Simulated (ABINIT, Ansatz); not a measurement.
Records of electronic-structure calculations.

```xyz
14
Lattice="0.000 3.894 3.894 3.894 0.000 3.894 3.894 3.894 0.000" Properties=species:S:1:pos:R:3 pbc="T T T" subject="Quasiparticle gap of Si3N4 (Fd-3m) in ABINIT" method="RPA screening on PBE, plane waves, norm-conserving pseudopotentials (and 2 further levels or steps)" program="ABINIT 10.8.3" settings="cutoff 36 Ha, PseudoDojo scalar-relativistic 0.4.1 standard, norm-conserving, ngkpt (4, 4, 4), nband 368, ecuteps 7.8 Ha, inclvkb 2, shiftk (0, 0, 0), symchi 1, awtr 1, frequency ppm, 4×4×4 k-mesh" notes="The program’s warnings: nproc spkpt=  >= nkpt= * nsppol=. The cell and positions are those that the Materials Project relaxed with its own functionals (PBE, PBE+U or r2SCAN), kept fixed. This is not the form that Si3N4 usually takes at ambient conditions." pbe_gap="3.37 eV, indirect (only 36 meV under the direct gap)" g0w0_gap_on_the_mesh="4.47 eV" g0w0_gap_over_the_zone_rigid_shift="4.44 eV" gw_settings="4×4×4 mesh, 368 bands, screening to 212.2 eV, Godby-Needs plasmon pole" known_limits="short of the basis limit"
Si    2.920    2.920    0.973
Si    2.920    0.973    2.920
Si    0.973    2.920    2.920
Si    0.973    0.973    0.973
Si    5.841    5.841    5.841
Si    3.894    3.894    3.894
N     2.862    2.862    2.862
N     6.872    4.809    4.809
N     4.809    4.809    6.872
N     4.809    6.872    4.809
N     4.925    4.925    2.862
N     4.925    2.862    4.925
N     6.872    6.872    6.872
N     2.862    4.925    4.925
```

[Long decimals in the printed logs are rounded to 6 places.]

[Logs are printed without paths, hosts, clocks, repeated set-up lines and the standing remarks that a program may print on its own settings, such as how far it seeks lower states.]

[Paths, hosts, dates, memory and timing lines, banners, echoed tables and standing remarks are left out of the program output; an Ansatz launch command may be rebuilt from the run's recorded settings. Measured values are a selection of at most five: reports struck by readers or far from the other reports are left out. None is set beside runs whose start may be inverted or whose files or cutoffs have a known fault.]

[Runs of the session that timed out or met a known fault of the program may be left out.]

[Hosts, paths, dates, database ids (printed as entryN), source tags and the programs' standing remarks are cut or masked in the printed files.]

[G0W0 gaps are taken among the corrected bands and points alone; a level outside them can change the order at an edge.]

[Where Ansatz stands beside ABINIT at settings called matched, ABINIT's density can come from a denser mesh and the files from another edition; pairs whose starting gaps differed by over 0.03 eV were left out, so agreement reads better than it is.]
